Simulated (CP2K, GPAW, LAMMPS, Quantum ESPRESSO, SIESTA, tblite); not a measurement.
## Amorphous carbon (123 atoms) in tblite

How near does tblite come to plane waves for amorphous carbon (123 atoms)?

Program: tblite 0.8.0. Level of theory: the method is named at each step. Results are calculated unless marked as measured.

**1. Set-up**

The cell holds 123 atoms: 123 C. Cell: a = 11.143 Å, b = 11.143 Å, c = 11.143 Å, α = 90.0°, β = 90.0°, γ = 90.0°. 123 atoms (123 C) placed at random at 1.77 g/cm³, melted at 6000 K for 10 ps at fixed volume with the LCBOP (Los and Fasolino, Phys. Rev. B 68, 024107 (2003)). Quenched from 6000 K to 500 K at 120 K/ps and fixed volume, held 5 ps, then minimised at fixed cell.

The yardstick, on the same geometry:

```
method                 : Kohn-Sham DFT, PBE, SSSP efficiency 1.3.0 pseudopotentials, plane waves (Quantum ESPRESSO 7.5); sssp-pbe-1.3.0-efficiency, cutoffs 45/360 Ry, Γ point
r.m.s. force component : 1.346 eV/Å
longest force          : 5.589 eV/Å
pressure               : -9.254 GPa
time                   : 2.8 min on 4 MPI ranks of Arm Neoverse V1, shared host
CPU time               : 11 min
```

**2. GFN1-xTB**

Method: GFN1-xTB tight binding, diagonalisation.

run.py reads:

```python
import numpy as np
from ase.io import read
from tblite.ase import TBLite

atoms = read("structure.xyz")
atoms.calc = TBLite(method="GFN1-xTB", electronic_temperature=580, accuracy=1.0, max_iterations=250, mixer_damping=0.1, verbosity=1)
energy = atoms.get_potential_energy()
forces = atoms.get_forces()
print(f"energy {energy:.6f} eV")
print("forces (eV/A)")
for i, (a, f) in enumerate(zip(atoms, forces)):
    print(f"{i:4d} {a.symbol:2s} {f[0]:10.5f} {f[1]:10.5f} {f[2]:10.5f}")
stress = -atoms.get_stress(voigt=False) * 160.21766
print("stress (GPa, compression positive)")
for row in stress:
    print(" ".join(f"{x:10.4f}" for x in row))
print("charges (e)")
print(np.array2string(atoms.get_charges(), precision=4, suppress_small=True, max_line_width=110, threshold=100000))
```

structure.xyz reads:

```xyz
123
Lattice="11.14320 0.00000 0.00000 0.00000 11.14320 0.00000 0.00000 0.00000 11.14320" Properties=species:S:1:pos:R:3 pbc="T T T"
C 6.30627 7.78497 6.99659
C 0.80153 5.44590 9.11536
C 5.25146 7.17265 3.66099
C 10.37911 7.91524 0.80833
C 8.61124 4.97700 6.10959
C 4.53227 8.09353 10.86885
C 1.80910 6.13857 9.91544
C 5.17914 4.66265 3.16979
C 3.56371 3.85477 9.04293
C 7.98522 1.03353 6.02112
C 9.80824 1.08691 0.31335
C 1.39401 11.01650 5.61818
C 1.07888 4.11251 8.68947
C 3.02527 6.31652 9.13174
C 2.92810 7.16931 5.60770
C 9.00616 8.17565 0.48005
C 3.80429 1.33841 8.62941
C 2.62968 8.68913 8.31227
C 0.86460 7.84671 6.57772
C 6.37280 9.26122 2.85756
C 4.27275 9.44264 10.31894
C 8.88213 10.53868 7.92326
C 10.19135 6.30761 7.49269
C 6.38940 3.08243 5.01043
C 8.09442 5.90155 5.12231
C 4.56437 2.33205 2.31177
C 11.04269 8.26157 2.03230
C 7.55788 0.07555 1.98360
C 2.04210 10.54693 4.54977
C 2.79204 10.78695 1.27935
C 5.72159 6.71957 4.93577
C 6.42762 10.69948 2.75906
C 0.04647 3.13815 8.50806
C 10.86406 1.43926 10.50492
C 10.65635 7.44823 9.58393
C 3.17681 10.33487 3.75180
C 9.55529 9.94709 3.05012
C 0.27334 9.79487 8.01452
C 8.03090 8.06924 1.47480
C 0.19189 10.75820 1.63192
C 4.36724 2.41440 10.91354
C 10.02453 2.99407 6.33625
C 7.89117 9.46013 5.93554
C 8.43574 1.00534 11.03021
C 5.26238 2.15387 4.87693
C 10.10599 0.44027 1.51715
C 0.74827 7.21723 2.64963
C 7.49235 4.81442 9.05396
C 7.61894 8.62863 2.68351
C 7.78843 5.93609 8.18111
C 5.27274 7.12173 6.25680
C 10.86117 6.31006 8.73972
C 4.91393 10.59317 11.03522
C 10.79832 7.06869 6.45916
C 5.41203 7.19884 10.11758
C 5.11573 1.65209 3.47178
[... 63 atom lines left out ...]
C 10.00303 9.61346 8.35818
C 4.92050 6.08107 2.76663
C 7.32732 0.37898 0.58959
C 3.37840 9.76880 9.16584
```

On the command line:

```bash
OMP_NUM_THREADS=1 python run.py > output.txt
```

The program printed:

```text
------------------------------------------------------------
  cycle        total energy    energy error   density error
------------------------------------------------------------
      1     -256.8786111589  -2.6010883E+02   8.9520193E-01
      2     -257.2469945187  -3.6838336E-01   8.0391529E-01
      3     -254.6395100690   2.6074844E+00   4.9364572E-01
      4     -255.8877380918  -1.2482280E+00   1.4111987E-01
      5     -256.8631270010  -9.7538891E-01   8.6152926E-02
      6     -257.2760313748  -4.1290437E-01   3.8918606E-02
      7     -257.3578758835  -8.1844509E-02   1.9786090E-02
      8     -257.3644966187  -6.6207353E-03   1.1027590E-02
      9     -257.3707294769  -6.2328581E-03   6.9571737E-03
     10     -257.3731087507  -2.3792738E-03   3.3088384E-03
     11     -257.3734118300  -3.0307934E-04   1.6895710E-03
     12     -257.3734458001  -3.3970115E-05   9.3759341E-04
     13     -257.3734643380  -1.8537859E-05   6.3903829E-04
     14     -257.3734726516  -8.3135668E-06   4.5383948E-04
     15     -257.3734763573  -3.7057131E-06   2.9659029E-04
     16     -257.3734773581  -1.0008361E-06   2.2426033E-04
     17     -257.3734775504  -1.9231089E-07   1.5758523E-04
     18     -257.3734775580  -7.5474418E-09   1.0758677E-04
     19     -257.3734778222  -2.6422435E-07   3.3487501E-05
     20     -257.3734778532  -3.1017350E-08   1.0362214E-05
------------------------------------------------------------
 total:                                   2.975 sec
energy -7003.489058 eV
forces (eV/A)
   0 C     1.27724   -0.81698    1.55180
   1 C    -0.29680    0.51820    0.19593
   2 C     0.22819   -1.88512   -0.69478
   3 C     1.16325    0.34404   -0.38993
   4 C    -0.18935   -1.02496   -1.73683
   5 C    -0.23434   -1.11752    1.32173
   6 C    -0.19959    0.43132    1.50710
   7 C    -0.60339    0.92612    1.56802
   8 C     0.89312    2.10783    0.25066
   9 C     0.09526   -0.22323    0.63153
  10 C    -0.39903    0.43818    0.13723
  11 C     3.30740   -2.07172   -4.82588
  12 C     1.26654   -0.18227   -1.19469
  13 C     1.04361    2.39268   -2.77526
  14 C    -1.54196    0.38745    1.12601
  15 C    -0.68522    0.45596   -0.33978
  16 C    -0.14599    0.48879    0.34619
  17 C    -1.50203    1.05270   -0.62347
  18 C    -0.10332   -0.85507    0.05587
  19 C    -2.94101   -0.38417    0.91108
  20 C    -1.31030    0.80733   -2.41259
  21 C     0.21981   -0.36743   -0.89353
  22 C    -1.09643    0.50208   -1.93432
  23 C     0.28610   -0.04961   -0.11227
[...]
115 C    -0.29201   -2.78928    0.00984
 116 C    -0.27507   -2.62234    0.66340
 117 C    -2.85274   -1.73204   -0.00663
 118 C    -0.81933    1.79007    0.92142
 119 C    -0.39911   -0.71122   -0.66421
 120 C     0.25874   -1.35986    0.48629
 121 C     0.88659    0.19376    0.05251
 122 C     0.68337   -1.34254    0.94818
stress (GPa, compression positive)
  -15.3919     3.7201     0.2831
    3.7201   -13.6341     2.4093
    0.2831     2.4093   -15.4283
charges (e)
[-0.0078  0.013   0.0124 -0.0034  0.0224  0.0027  0.0389 -0.0283  0.0071 -0.0508  0.0141 -0.0394  0.0115
 -0.0088 -0.062   0.0235 -0.011  -0.0252  0.0081  0.0068  0.0019 -0.0161  0.014   0.0038 -0.0152  0.0042
  0.0338  0.0152 -0.0397 -0.0099  0.0023 -0.0073  0.0121 -0.0043 -0.0236  0.0355 -0.0298  0.0108 -0.0482
 -0.0176 -0.0371 -0.0609  0.0035 -0.0097  0.0283 -0.0116 -0.0126  0.0473  0.0249 -0.0151  0.0025  0.0089
 -0.0226 -0.0064 -0.0036  0.0026  0.004   0.037  -0.0063 -0.0098  0.0008  0.0189  0.025   0.0006  0.0558
 -0.0192  0.0242  0.0104  0.0081  0.0077 -0.0024 -0.0047 -0.0012  0.0275  0.0252  0.0223 -0.0242 -0.0011
 -0.0518  0.0206 -0.0143 -0.0042  0.0327 -0.0096 -0.0135 -0.0247  0.0292 -0.0046 -0.0057  0.0277 -0.0641
  0.0246  0.0414  0.019   0.0267  0.0089  0.0096  0.0205  0.0185  0.0069 -0.0033  0.0102  0.0011  0.0111
 -0.031  -0.0176 -0.0028 -0.0018  0.021  -0.0161  0.0374  0.0031 -0.1034 -0.0008  0.011   0.0279  0.0189
 -0.0074 -0.007  -0.0024 -0.009  -0.0163  0.001 ]
```

Elapsed: 3.6 s, on 1 thread of Arm Neoverse V1, shared host; peak memory 0.13 GiB.

Banners, paths, timers and routine set-up lines are dropped from the logs unmarked, and long logs keep their key lines alone; longer cuts are marked.

Numbers from this run, and their distance from the reference:

- r.m.s. force component: 1.527 eV/Å
- r.m.s. difference of force components: 305.4 meV/Å
- longest difference of force vectors: 1298 meV/Å
- force difference over r.m.s. force: 22.7 %
- slope of forces against the reference's: 1.118
- correlation of force components: 0.9853
- pressure: -14.82 GPa
- pressure difference: -5.564 GPa

The surroundings of C85, picked at random, nearest first, numbered as they follow in the input and with coordinates relative to it.

| atom | x | y | z | distance (Å) | bonds | Mulliken charge (e) | Fx | Fy | Fz (eV/Å) |
| --- | --- | --- | --- | --- | --- | --- | --- | --- | --- |
| C85 | 0.00 | 0.00 | 0.00 | 0.00 | 3 | -0.01 | -0.68 | -0.25 | 1.59 |
| C58 | -1.27 | -0.61 | -0.37 | 1.46 | 3 | 0.04 | 3.11 | 2.07 | 0.56 |
| C81 | -0.08 | 1.06 | 1.04 | 1.49 | 3 | -0.01 | -0.12 | -0.62 | -0.62 |
| C68 | 1.24 | -0.86 | 0.00 | 1.50 | 3 | 0.01 | 1.54 | -0.55 | -0.94 |
| C17 | 1.33 | -1.28 | 1.47 | 2.36 | 3 | -0.01 | -0.15 | 0.49 | 0.35 |
| C116 | -1.35 | -2.03 | -0.36 | 2.46 | 3 | 0.03 | -0.29 | -2.79 | 0.01 |
| C98 | -2.48 | 0.09 | -0.02 | 2.48 | 3 | 0.02 | -4.82 | 1.25 | -4.19 |
| C9 | 1.09 | 1.24 | 1.89 | 2.51 | 3 | 0.01 | 0.89 | 2.11 | 0.25 |
| C13 | -1.40 | 1.50 | 1.53 | 2.56 | 3 | 0.01 | 1.27 | -0.18 | -1.19 |

Atoms are counted from 1 here, from 0 in the log.

Forces lie 23 % from the reference's, at 0.0053 times its CPU time (on 1 against 4 cores).

**3. Outcome**

```yaml
force_difference_from_the_reference: tblite GFN1-xTB, 23 %
its_cpu_time: 3.6 s
```

Tight binding differs by 23 % (tblite GFN1-xTB); it is another model, with fitted parameters of its own, and the xTB methods hold dispersion. One electronic-structure run takes under half the reference's CPU time: tblite GFN1-xTB, at 23 % in 3.6 s against 11 min; its pressure misses by -5.6 GPa. Periodic xTB results under one method name differ between programs and library versions. The reference's pressure holds the uncorrected Pulay stress of its 45 Ry basis, so small pressure differences, and their order, may be the reference's own error. The quench rate of 120 K/ps is many orders above laboratory rates, so the cell is likely richer in defects and strain than a real sample. The network of bonds at the start is that of the classical potential that made the cell, and needn't be the one that DFT or experiment would give. The reference's pressure of -9.3 GPa belongs to a cell and atoms that aren't relaxed at this level. The electronic-structure runs sample only Γ, in a cell whose shortest periodic width is 11 Å, which is coarse for a cell with partly filled levels.

[Also dropped from logs without a mark: logging warnings of Python, and SIESTA's first energy breakdown and zero terms.]

[Logs are printed without paths, hosts, clocks, repeated set-up lines and the standing remarks that a program may print on its own settings, such as how far it seeks lower states.]

[Hosts, paths, dates, database ids (printed as entryN), source tags and the programs' standing remarks are cut or masked in the printed files.]
